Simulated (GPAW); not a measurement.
# Quasiparticle gap of SrWO4 (I4_1/a) in GPAW, part 2 of 2

How does a plane-wave GW calculation on SrWO4 (I4_1/a) run from the first input to the gap?

GPAW 26.7.0; LDA and many-body steps on it, plane waves. Known limits of the many-body steps: not at the basis limit; no spin-orbit coupling.

So far. Step 2 (Ground state): The gap is direct, at Γ. The pressure of -13 GPa says that this functional would shrink the cell; it is kept. Step 3 (Bands along the symmetry lines): The gap is 4.317 eV, as in the run before at this level.

## Step 4: Empty states on the mesh, 4×4×4 mesh, 220 bands

Level of this step: DFT, LDA, plane waves, PAW (GPAW).

The sums over transitions need many empty states on a uniform mesh; this step solves for them.

run.py reads:

```python
import json
import numpy as np
from gpaw.mpi import world
from gpaw import GPAW

calc = GPAW('gs.gpw').fixed_density(kpts={'size': (4, 4, 4), 'gamma': True},
    nbands=256,
    convergence={'bands': 220},
    update_fermi_level=True,
    txt='nscf.txt')
calc.write('full.gpw', mode='all')
res = {}
kpts = calc.get_ibz_k_points()
res['kpts'] = kpts
res['eigenvalues'] = [calc.get_eigenvalues(kpt=k) for k in range(len(kpts))]
res['n_electrons'] = calc.get_number_of_electrons()

if world.rank == 0:
    with open('result.json', 'w') as f:
        json.dump(res, f, default=lambda x: x.tolist())
```

Started as:

```sh
mpirun -n 8 gpaw python run.py
```

Numbers of over 12 decimals in the logs are rounded to 6 here.

Output:

```text
Diagonalizing LCAO Hamiltonian
Converting LCAO to pw mode
convergence criteria:
- Maximum integral of absolute [eigenst]ate change: 4e-08 eV^2 / valence electron
maximum number of iterations: 100

SCF iterations
|iter     |     time |      energy | eigst |  dens |
|iter:   1|  |             | +3.85 |       |
|iter:   2|  |             | +2.60 |       |
|iter:   3|  |             | +1.45 |       |
[...]
|iter:  12|  |             | -6.80 |       |
|iter:  13|  |             | -7.18 |       |
|iter:  14|  |             | -7.73c|       |
SCF steps: 14
  __  _  _
 | _ |_)|_||  |
 |__||  | ||/\| - 26.7.0

Input parameters:
  mode=PW(ecut=600.0),
  convergence={'bands': 220},
  gpts=array([42, 42, 42]),
  kpts=MonkhorstPack(size=(4, 4, 4), gamma=True),
  maxiter=100,
  nbands=256,
  occupations=Occupations(name='fermi-dirac', width=0.001, fixmagmom=False),
  parallel={},
  xc=XC(name='LDA')
# Writing to full.gpw (mode='all')
  [... matrices ...]

timing:  # [seconds]
  Total: 1.115  # ━━━━━━━━━━━━━━━━━━━━━━━━━━━━━━━━━━━━━━━━━━━━━━━━━━━━━━━━━━━
```

It took 6.9 min on 8 MPI ranks of Arm Neoverse V1, shared host; peak memory 3.4 GiB.

Numbers from this step:

| Item | Value |
| --- | --- |
| gap | 4.317 eV |
| k of the valence top | 0, 0, 0 |
| k of the conduction bottom | 0, 0, 0 |
| least direct gap | 4.317 eV |
| k points computed | 14 |
| lowest point of the top converged band, above the valence top | 51.3625 eV |

On this mesh the gap is 4.317 eV.

## Step 5: Screening and self-energy, 4×4×4 mesh, 210 bands, screening to 65 eV

Now the one-shot GW correction: screening in the RPA, then the self-energy of the levels asked for.

This step: G0W0 on LDA, plane waves, PAW.

run.py reads:

```python
import json
import numpy as np
from gpaw.mpi import world
from gpaw.response.g0w0 import G0W0

gw = G0W0('full.gpw',
    filename='gw',
    kpts=[0],
    bands=(46, 50),
    ecut=65,
    nbands=210,
    integrate_gamma='WS',
    ppa=True)
gw.calculate()
res = {mode: {k: v for k, v in r.items() if k != 'sigma_eskwn'}
       for mode, r in gw.all_results.items()}

if world.rank == 0:
    with open('result.json', 'w') as f:
        json.dump(res, f, default=lambda x: x.tolist())
```

Started as:

```sh
mpirun -n 8 gpaw python run.py
```

Output:

```text
Using integrator: PointIntegrator
FrequencyGridDescriptor(from 0.000+0.000j to 0.000+27.211j eV, 2 points)
Nonperiodic BCs:  [False False False]
Using integrator: PointIntegrator
FrequencyGridDescriptor(from 0.000+0.000j to 0.000+27.211j eV, 2 points)
Nonperiodic BCs:  [False False False]
  ___  _ _ _
 |   || | | |
 | | || | | |
 |__ ||_____|
 |___|

BZ k-points: Symmetries present (total): 4

  [... matrices ...]
64 k-points: 4 x 4 x 4 Monkhorst-Pack grid + [1/8,1/8,1/8]
14 k-points in the irreducible part of the Brillouin zone
       k-points in crystal coordinates                weights
   0:     0.00000000    0.00000000    0.00000000          1/64
   1:     0.25000000   -0.25000000    0.00000000          4/64
   2:     0.25000000   -0.25000000    0.25000000          4/64
   3:     0.25000000    0.00000000    0.00000000          8/64
   4:     0.25000000    0.25000000   -0.25000000          2/64
   5:     0.25000000    0.25000000    0.25000000          2/64
   6:     0.50000000    0.00000000    0.25000000          8/64
   7:     0.50000000    0.00000000    0.50000000          4/64
   8:     0.50000000    0.25000000    0.00000000          8/64
   9:     0.50000000    0.25000000    0.25000000          8/64
          ...
  13:     0.50000000    0.50000000    0.50000000          1/64

Distributing spins, k-points and bands (1 x 1 x 4) over 8 processes
Number of blocks: 1

Quasi particle states:
k-points (IBZ indices): [0]
Band range: (46, 50)
  [... matrices ...]
Computational parameters:
Plane wave cut-off: 65 eV
Number of bands: 210
Coulomb cutoff: None
Broadening: 0.1 eV

fxc modes: GW
Kernel: RPA
Using Godby-Needs plasmon-pole approximation:
  Fitting energy: i*E0, E0 = 1.000 Hartree
Summing all q:

Calculating screened Coulomb potential
No Coulomb truncation
FrequencyGridDescriptor(from 0.000+0.000j to 0.000+27.211j eV, 2 points)
Removing empty qpoint cache files...

Calculating chi0 body with:
    Ground state adapter containing:
    Number of spins: 1
    Number of kpoints: 64
    Number of irreducible kpoints: 14
    Number of completely occupied states: 48
    Number of partially occupied states: 48
    Occupied states memory: 54.263671875 M / cpu

    Linear response parametrization:
    q_c: [0.0, 0.0, 0.0]
    Number of frequency points: 2
    Planewave cutoff: 65.0
    Number of bands: 210
    Number of planewaves: 203
    Broadening (eta): 1e-06
    comm.size: 8
    kncomm.size: 8
    blockcomm.size: 1

    Memory estimate of potentially large arrays:
        chi0_wGG: 1.257599 M / cpu
Integrating chi0 body.

Symmetries of q_c:
    Direct symmetries (Uq -> q): 4
    Indirect symmetries (TUq -> q): 4
In total 8 allowed symmetries.

  [... matrices ...]
14 groups of equivalent kpoints. 78.125% reduction.

Integral kind: response function
Integrating chi0 head and wings.

Symmetries of q_c:
    Direct symmetries (Uq -> q): 4
    Indirect symmetries (TUq -> q): 4
In total 8 allowed symmetries.

  [... matrices ...]
14 groups of equivalent kpoints. 78.125% reduction.

Integral kind: response function wings

Calculating chi0 body with:
    Ground state adapter containing:
    Number of spins: 1
    Number of kpoints: 64
    Number of irreducible kpoints: 14
    Number of completely occupied states: 48
    Number of partially occupied states: 48
    Occupied states memory: 54.263671875 M / cpu

    Linear response parametrization:
[... the further q-points ...]

Results:
f:      Occupation numbers
eps:     KS-eigenvalues [eV]
vxc:     KS vxc [eV]
exx:     Exact exchange [eV]
sigma:   Self-energies [eV]
dsigma:  Self-energy derivatives
Z:       Renormalization factors
qp:      QP-energies [eV]

k-point 0 (0): (0.000, 0.000, 0.000)                GW
band       f     eps     vxc     exx   sigma  dsigma       Z      qp
                                                                   GW
  46   1.000   3.244 -20.845 -25.698   4.476  -0.277   0.783   2.950
  47   1.000   3.244 -20.845 -25.698   4.476  -0.277   0.783   2.950
  48   0.000   7.561 -20.890 -15.033  -3.080  -0.201   0.832   9.872
  49   0.000   7.932 -21.215 -15.406  -2.999  -0.204   0.830  10.265
```

Elapsed: 24 min, on 8 MPI ranks; peak memory 7.3 GiB; 2.6 h of CPU time.

This step gave:

```yaml
g0w0_gap_on_the_points_computed: 6.923 eV
least_direct_g0w0_gap_on_the_computed_points: 6.923 eV
z_at_the_valence_top: 0.7828
z_at_the_conduction_bottom: 0.8324
starting_gap_on_the_mesh: 4.317 eV
k_of_the_valence_top: 0, 0, 0
k_of_the_conduction_bottom: 0, 0, 0
```

The gap on the mesh goes from 4.32 eV to 6.92 eV, a correction of +2.61 eV.

Limits: finite bands, cutoff and mesh; no spin-orbit coupling. v1 is the top filled band, c1 the lowest empty one. The levels before and after the correction (eV, zero at the valence-band top of each column):

|  | conduction bottom | valence top |
| --- | --- | --- |
| Kohn-Sham | 4.32 | 0.00 |
| G0W0 | 6.92 | 0.00 |

|  | level | energy (eV) |
| --- | --- | --- |
| Kohn-Sham | Γ v2-v1 | 0.000 |
| Kohn-Sham | Γ c1 | 4.317 |
| Kohn-Sham | Γ c2 | 4.688 |
| G0W0 | Γ v2-v1 | 0.000 |
| G0W0 | Γ c1 | 6.923 |
| G0W0 | Γ c2 | 7.315 |

## Step 6: Where the time went

Times are wall times on 8 MPI ranks of Arm Neoverse V1, shared host, good to a factor of about two.

| step | time | share | memory (GiB) |
| --- | --- | --- | --- |
| ground state | 7.7 min | 16 % | 2.1 |
| bands along the symmetry lines | 8.9 min | 19 % | 3.2 |
| empty states on the mesh | 6.9 min | 15 % | 3.4 |
| screening and self-energy | 24 min | 50 % | 7.3 |

## Step 7: Outcome

| Item | Value |
| --- | --- |
| LDA gap | 4.32 eV, direct |
| G0W0 gap on the mesh | 6.92 eV |
| GW settings | 4×4×4 mesh, 210 bands, screening to 65 eV, Godby-Needs plasmon pole |
| known limits | not at the basis limit; no spin-orbit coupling |

G0W0 moves the gap on the mesh from 4.32 eV to 6.92 eV (+2.61 eV), with Z of 0.78 and 0.83 at the edges. Only 1 of the mesh's irreducible points was corrected, so a valley elsewhere could overtake. The dearest step here is «screening and self-energy». Against experiment, by G0W0@LDA: the direct gap of 6.92 eV lies +1.84 eV from the measured 5.08 eV (direct, 300 K, 2008). An exciton line or allowed optical edge lies below the quasiparticle gap by the binding energy; a forbidden edge can push the onset above it. The calculation has static nuclei and no excitons; a measured gap holds zero-point and thermal motion, which mostly lowers it. A miss this large is more than these effects usually give: tightly bound excitons can cover part of it, absorption edges can read low, one-shot GW can overshoot, and the runs shown don't tell these apart. Bands and cutoff are finite, so the gap is not at the basis limit. The miss can reach some tenths of an eV and take either sign; the mesh is an error of its own. These stock PAW sets were not made for GW; the filled d or f shell of W lies in the frozen core, which bears on start and correction. In the G0W0 run levels were corrected at 1 k point alone, so a gap called «on the mesh» is the least over those, and an edge elsewhere would be missed. The many-body steps are scalar-relativistic: spin-orbit coupling is not in them.

[Paths, hosts, dates, memory and timing lines, banners, echoed tables and standing remarks are left out of the program output.]

[Logs are printed without paths, hosts, clocks, repeated set-up lines and the standing remarks that a program may print on its own settings, such as how far it seeks lower states.]

[Runs of the session that timed out or met a known fault of the program may be left out.]

[Hosts, paths, dates, database ids (printed as entryN), source tags and the programs' standing remarks are cut or masked in the printed files.]
